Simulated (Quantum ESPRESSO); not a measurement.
# 1T-PtS2 on 2H-MoTe2, AA stacking: a series in the field along the normal, part 2 of 4

What law, if any, do the results for 1T-PtS2 on 2H-MoTe2, AA stacking follow against the field along the normal?

Quantum ESPRESSO 7.5; plane-wave DFT, PBE, GBRV ultrasoft pseudopotentials.

So far. Step 2 (Relaxing cell and ions of the reference):  The last row is no step: it is a fresh SCF in the final cell with a new plane-wave basis, +0 meV from the row before.

**3. Self-consistent run, 0 V/Å**

The self-consistent run of this member.

Level of this step: plane-wave DFT, PBE, GBRV ultrasoft pseudopotentials (Quantum ESPRESSO 7.5).

Input file m0.scf.in:

```
&control
  prefix = 'm0.scf'
  outdir = './out'
  pseudo_dir = './pseudo'
  calculation = 'scf'
  tprnfor = .true.
  tefield = .true.
  dipfield = .true.
/
&system
  ibrav = 0
  nat = 6
  ntyp = 4
  ecutwfc = 40
  ecutrho = 200
  occupations = 'smearing'
  smearing = 'fd'
  degauss = 0.002
  edir = 3
  emaxpos = 0.97
  eopreg = 0.04
  eamp = 0.0
  nbnd = 33
/
&electrons
  conv_thr = 1e-09
  mixing_beta = 0.4
  electron_maxstep = 120
  mixing_mode = 'plain'
/
ATOMIC_SPECIES
  Te  127.6000  te_pbe_v1.uspp.F.UPF
  Mo  95.9500  mo_pbe_v1.uspp.F.UPF
  S   32.0600  s_pbe_v1.4.uspp.F.UPF
  Pt  195.0840  pt_pbe_v1.4.uspp.F.UPF
CELL_PARAMETERS angstrom
  3.54401836200000 0.00000000000000 0.00000000000000
  -1.77200918100000 3.06920993300000 0.00000000000000
  0.00000000000000 0.00000000000000 25.98818902400000
ATOMIC_POSITIONS crystal
  Te  0.333333333300 0.666666666700 0.333612560900
  Mo  0.000000000000 0.000000000000 0.403313171900
  Te  0.333333333300 0.666666666700 0.472691348500
  S   0.666666666700 0.333333333300 0.583195550500
  Pt  0.000000000000 0.000000000000 0.630371281400
  S   0.333333333300 0.666666666700 0.678401632300
K_POINTS automatic
  12 12 1 0 0 0
```

Launch:

```console
> OMP_NUM_THREADS=1 mpirun -n 4 pw.x -nk 4 -in m0.scf.in > m0.scf.out
```

The program printed:

```text
[banner, memory and clock lines left out]
Program PWSCF v.7.5 starts
[citation notice left out]

[...]
bravais-lattice index     =            0
     lattice parameter (alat)  =       6.6972  a.u.
     unit-cell volume          =    1907.6345 (a.u.)^3
     number of atoms/cell      =            6
     number of atomic types    =            4
     number of electrons       =        54.00
     number of Kohn-Sham states=           33
     kinetic-energy cutoff     =      40.0000  Ry
     charge density cutoff     =     200.0000  Ry
     scf convergence threshold =      1.0E-09
     mixing beta               =       0.4000
     number of iterations used =            8  plain     mixing
     Exchange-correlation=  SLA  PW   PBX  PBC
                           (   1   4   3   4   0   0   0)

[...]
PseudoPot. # 1 for Te read from file:
     ./pseudo/te_pbe_v1.uspp.F.UPF
     Pseudo is Ultrasoft + core correction, Zval =  6.0
     Generated by new atomic code, or converted to UPF format
     Using radial grid of  891 points,  5 beta functions with:
                l(1) =   0
                l(2) =   0
                l(3) =   1
                l(4) =   1
                l(5) =   2
     Q(r) pseudized with  6 coefficients,  rinner =    1.800   1.800   1.800
                                                       1.800   1.800

     PseudoPot. # 2 for Mo read from file:
     ./pseudo/mo_pbe_v1.uspp.F.UPF
     Pseudo is Ultrasoft + core correction, Zval = 14.0
     Generated by new atomic code, or converted to UPF format
     Using radial grid of  889 points,  6 beta functions with:
                l(1) =   0
                l(2) =   0
                l(3) =   1
                l(4) =   1
                l(5) =   2
                l(6) =   2
     Q(r) pseudized with  6 coefficients,  rinner =    1.000   1.000   1.000
                                                       1.000   1.000

     PseudoPot. # 3 for S  read from file:
     ./pseudo/s_pbe_v1.4.uspp.F.UPF
     Pseudo is Ultrasoft + core correction, Zval =  6.0
     Generated by new atomic code, or converted to UPF format
     Using radial grid of  907 points,  6 beta functions with:
                l(1) =   0
                l(2) =   0
                l(3) =   1
                l(4) =   1
                l(5) =   2
                l(6) =   2
     Q(r) pseudized with  8 coefficients,  rinner =    1.300   1.300   1.300
                                                       1.300   1.300

     PseudoPot. # 4 for Pt read from file:
     ./pseudo/pt_pbe_v1.4.uspp.F.UPF
     Pseudo is Ultrasoft + core correction, Zval = 16.0
     Generated by new atomic code, or converted to UPF format
     Using radial grid of  985 points,  6 beta functions with:
                l(1) =   0
                l(2) =   0
                l(3) =   1
                l(4) =   1
                l(5) =   2
                l(6) =   2
     Q(r) pseudized with  8 coefficients,  rinner =    1.300   1.300   1.300
                                                       1.300   1.300

     atomic species   valence    mass     pseudopotential
     Te                6.00   127.60000     Te( 1.00)
     Mo               14.00    95.95000     Mo( 1.00)
     S                 6.00    32.06000     S ( 1.00)
     Pt               16.00   195.08400     Pt( 1.00)

     No symmetry found

[...]
number of k points=    74  Fermi-Dirac smearing, width (Ry)=  0.0020
[...]
Dense  grid:    90917 G-vectors     FFT dimensions: (  32,  32, 225)

     Smooth grid:    65411 G-vectors     FFT dimensions: (  27,  27, 200)

     Initial potential from superposition of free atoms

     starting charge      53.4984, renormalised to      54.0000

     negative rho (up, down):  1.838E-01 0.000E+00

     Adding external electric field

     Computed dipole along edir(3) :
        Dipole                2.6999 Ry au,          6.8625 Debye
        Dipole field          0.0178 Ry au,

        Potential amp.       -1.6770 Ry
        Total length         47.1461 bohr

     Starting wfcs are   41 randomized atomic wfcs

     per-process dynamical memory:   151.8 Mb

     Self-consistent Calculation

     iteration #  1     ecut=    40.00 Ry     beta= 0.40
     Davidson diagonalization with overlap
     ethr =  1.00E-02,  avg # of iterations = 10.5

     negative rho (up, down):  1.788E-01 0.000E+00

     Adding external electric field

     Computed dipole along edir(3) :
        Dipole              -92.9232 Ry au,       -236.1872 Debye
        Dipole field         -0.6121 Ry au,

        Potential amp.       57.7185 Ry
        Total length         47.1461 bohr

     total energy              =      66.72541089 Ry
     estimated scf accuracy    <     829.47483897 Ry

     iteration #  2     ecut=    40.00 Ry     beta= 0.40
[...]
c_bands:  1 eigenvalues not converged
     c_bands:  2 eigenvalues not converged
     c_bands:  4 eigenvalues not converged
     c_bands:  1 eigenvalues not converged
     c_bands:  5 eigenvalues not converged
     c_bands:  1 eigenvalues not converged
     c_bands:  1 eigenvalues not converged
     c_bands:  2 eigenvalues not converged
     c_bands:  2 eigenvalues not converged
     c_bands:  1 eigenvalues not converged
     c_bands:  3 eigenvalues not converged
     c_bands:  4 eigenvalues not converged
     c_bands:  3 eigenvalues not converged
     c_bands:  1 eigenvalues not converged
     c_bands:  1 eigenvalues not converged
[...]
negative rho (up, down):  1.637E-01 0.000E+00

[...]
Dipole              -21.6016 Ry au,        -54.9057 Debye
[...]
total energy              =    -359.50381536 Ry
     estimated scf accuracy    <    9393.98966858 Ry

     iteration #  3     ecut=    40.00 Ry     beta= 0.40
[...]
negative rho (up, down):  1.518E-01 0.000E+00

[...]
Dipole              -18.1201 Ry au,        -46.0566 Debye
[...]
total energy              =    -512.69056813 Ry
     estimated scf accuracy    <    3114.51044801 Ry

     iteration #  4     ecut=    40.00 Ry     beta= 0.40
[...]
c_bands:  3 eigenvalues not converged
     c_bands:  1 eigenvalues not converged
     c_bands:  5 eigenvalues not converged
     c_bands:  1 eigenvalues not converged
     c_bands:  5 eigenvalues not converged
     c_bands:  1 eigenvalues not converged
     c_bands:  1 eigenvalues not converged
     c_bands:  3 eigenvalues not converged
     c_bands:  1 eigenvalues not converged
     c_bands:  1 eigenvalues not converged
[...]
negative rho (up, down):  1.471E-01 0.000E+00

[...]
Dipole              -14.6848 Ry au,        -37.3250 Debye
[...]
total energy              =    -413.65834726 Ry
     estimated scf accuracy    <    1889.92349020 Ry

     iteration #  5     ecut=    40.00 Ry     beta= 0.40
[...]
c_bands:  1 eigenvalues not converged
     c_bands:  2 eigenvalues not converged
     c_bands:  1 eigenvalues not converged
     c_bands:  2 eigenvalues not converged
[...]
negative rho (up, down):  1.547E-01 0.000E+00

[...]
Dipole              -12.3351 Ry au,        -31.3526 Debye
[...]
total energy              =    -460.09126448 Ry
     estimated scf accuracy    <      86.77763822 Ry

     iteration #  6     ecut=    40.00 Ry     beta= 0.40
[...]
c_bands:  1 eigenvalues not converged
     c_bands:  1 eigenvalues not converged
     c_bands:  2 eigenvalues not converged
     c_bands:  1 eigenvalues not converged
[...]
negative rho (up, down):  1.642E-01 0.000E+00

[...]
Dipole              -10.1777 Ry au,        -25.8692 Debye
[...]
total energy              =    -442.01237365 Ry
     estimated scf accuracy    <    1223.38311331 Ry

[...]
iteration # 33     ecut=    40.00 Ry     beta= 0.40
[...]
negative rho (up, down):  1.737E-01 0.000E+00

[...]
Dipole               -0.0516 Ry au,         -0.1312 Debye
[...]
total energy              =    -451.35348535 Ry
     estimated scf accuracy    <       0.00000004 Ry

     iteration # 34     ecut=    40.00 Ry     beta= 0.40
[...]
negative rho (up, down):  1.737E-01 0.000E+00

[...]
Dipole               -0.0517 Ry au,         -0.1315 Debye
[...]
total energy              =    -451.35348536 Ry
     estimated scf accuracy    <       0.00000002 Ry

     iteration # 35     ecut=    40.00 Ry     beta= 0.40
[...]
negative rho (up, down):  1.737E-01 0.000E+00

[...]
Dipole               -0.0518 Ry au,         -0.1316 Debye
[...]
total energy              =    -451.35348536 Ry
     estimated scf accuracy    <          3.1E-09 Ry

     iteration # 36     ecut=    40.00 Ry     beta= 0.40
[...]
negative rho (up, down):  1.737E-01 0.000E+00

[...]
Dipole               -0.0518 Ry au,         -0.1317 Debye
[...]
End of self-consistent calculation

          k = 0.0000 0.0000 0.0000 (  8151 PWs)   bands (ev):

   -58.7095 -51.8805 -51.8805 -51.8034 -32.8604 -32.7429 -32.7429 -13.1841
   -11.0414 -10.5577  -9.6646  -4.6406  -4.6406  -4.5039  -2.9313  -1.9515
    -1.9515  -0.4512   0.1317   0.3566   0.3566   0.6458   0.6458   0.9895
     1.1351   1.1351   2.0239   4.1136   4.1136   5.0639   5.0639   5.3177
     5.3177

          k = 0.0000 0.0962 0.0000 (  8175 PWs)   bands (ev):

   -58.7089 -51.8819 -51.8809 -51.8032 -32.8587 -32.7510 -32.7448 -13.0960
   -11.0413 -10.4776  -9.6022  -4.6521  -4.5862  -4.4105  -2.8237  -2.0884
    -2.0255  -0.4962  -0.1538   0.1380   0.4331   0.6392   0.6905   0.8705
     1.0065   1.3153   2.0450   3.7086   3.9923   4.6827   4.8286   5.1192
     5.1507

[...]
the Fermi energy is     2.4171 ev

!    total energy              =    -451.35348536 Ry
     estimated scf accuracy    <          3.0E-10 Ry
     smearing contrib. (-TS)   =      -0.00000001 Ry
     internal energy E=F+TS    =    -451.35348536 Ry

     The total energy is F=E-TS. E is the sum of the following terms:
     one-electron contribution =   -2770.04490676 Ry
     hartree contribution      =    1393.84810753 Ry
     xc contribution           =    -122.08358128 Ry
     ewald contribution        =    1046.92687745 Ry
     electric field correction =       0.00001770 Ry

     convergence has been achieved in  36 iterations

     negative rho (up, down):  1.737E-01 0.000E+00

     Forces acting on atoms (cartesian axes, Ry/au):

     atom    1 type  1   force =     0.00000000   -0.00000003   -0.00562296
     atom    2 type  2   force =    -0.00000006   -0.00000006   -0.00228104
     atom    3 type  1   force =     0.00000004    0.00000002   -0.00057060
     atom    4 type  3   force =    -0.00000000    0.00000003    0.00101641
     atom    5 type  4   force =     0.00000002   -0.00000004    0.00363450
     atom    6 type  3   force =    -0.00000000    0.00000008    0.00382369

     Total force =     0.008125     Total SCF correction =     0.000067

[...]
```

It took 8.6 min on 4 MPI ranks of Arm Neoverse V2, shared host; peak memory 1.1 GiB.

Read from the output:

| Property | Result |
| --- | --- |
| free energy | -6140.9770 eV |
| Fermi energy | 2.417 eV |
| dipole along the normal | -0.02742 e·Å |
| valence top, on the run's zero | 2.047 eV |
| conduction bottom, on the run's zero | 2.787 eV |
| gap by band count | 0.7399 eV |

**4. Potential by pp.x, 0 V/Å**

plot_num = 11 writes the bare and Hartree potential, from which vacuum levels or, in a crystal, the mean potential are read.

Input file m0.pot.in:

```
&inputpp
  prefix = 'm0.scf'
  outdir = './out'
  filplot = 'm0.pot.dat'
  plot_num = 11
/
```

Launch:

```console
> OMP_NUM_THREADS=1 mpirun -n 4 pp.x -in m0.pot.in > m0.pot.out
```

The program printed:

```text
[banner, memory and clock lines left out]
Program POST-PROC v.7.5 starts

          URL

     ./out/m0.scf.save/

     IMPORTANT: XC functional enforced from input :
     Exchange-correlation= PBE
                           (   1   4   3   4   0   0   0)
     Any further DFT definition will be discarded
     Please, verify this is what you really want

     negative rho (up, down):  1.737E-01 0.000E+00

     Adding external electric field

     Computed dipole along edir(3) :
        Dipole               -0.0518 Ry au,         -0.1317 Debye
        Dipole field         -0.0003 Ry au,

        Potential amp.        0.0322 Ry
        Total length         47.1461 bohr

     Calling punch_plot, plot_num =  11

     Adding external electric field

     Computed dipole along edir(3) :
        Dipole               -0.0518 Ry au,         -0.1317 Debye
        Dipole field         -0.0003 Ry au,

        Potential amp.        0.0322 Ry
        Total length         47.1461 bohr

     Writing data to file  m0.pot.dat
     Message from routine chdens:
     namelist plot not found or invalid, exiting
```

Wall time 1.2 s (4 MPI ranks); peak memory 0.11 GiB.

Read from the output:

- slope of the potential above: 4.05e-5 eV/Å
- upper vacuum line continued to the top atoms, over the valence top: 5.281 eV
- slope of the potential below: -9.05e-5 eV/Å
- lower vacuum line continued to the bottom atoms, over the valence top: 4.824 eV
- vacuum level at the upper face over the valence top of the mesh: 5.281 eV
- vacuum level at the lower face over the valence top of the mesh: 4.824 eV

The potential energy, planar mean oscillates, so the rows of the table below give means over windows of 1 Å about each position, cut where the curve ends. Its maxima inside the range that stand out by 2 % of the span (Å: eV): 8.7: 21.7, 12.2: 21.6, 13.9: 3.47, 15.6: -9.73, 17.1: -9.16. Its minima: 7.7: 0.806, 10.5: -21.1, 13.2: 0.884, 15.2: -11.5, 16.4: -15.5, 17.6: -11.3.

Electrostatic potential energy of an electron, with the sawtooth; zero at the highest filled level of the SCF mesh. The potential energy, planar mean by z; means over each step:

| z (Å) | potential energy, planar mean (eV) |
| --- | --- |
| 0 | 4.86 |
| 1 | 4.82 |
| 2 | 4.82 |
| 3 | 4.82 |
| 4 | 4.82 |
| 5 | 4.82 |
| 6 | 4.77 |
| 7 | 3.96 |
| 8 | 7.41 |
| 9 | 13.3 |
| 10 | -11.5 |
| 11 | -10.7 |
| 12 | 14.2 |
| 13 | 6.58 |
| 14 | 2.58 |
| 15 | -8.13 |
| 16 | -12.8 |
| 17 | -11.4 |
| 18 | -5.41 |
| 19 | 4.39 |
| 20 | 5.24 |
| 21 | 5.28 |
| 22 | 5.28 |
| 23 | 5.28 |
| 24 | 5.28 |
| 25 | 5.26 |

(Continued in part 3 of 4.)

[Logs are printed without paths, hosts, clocks, repeated set-up lines and the standing remarks that a program may print on its own settings, such as how far it seeks lower states.]

[Hosts, paths, dates, database ids (printed as entryN), source tags and the programs' standing remarks are cut or masked in the printed files.]

[Maps of the electrostatic potential energy from Ansatz leave out the sawtooth potential of an applied field or a dipole correction, so their vacuum need not be flat; planar profiles and work functions include it.]
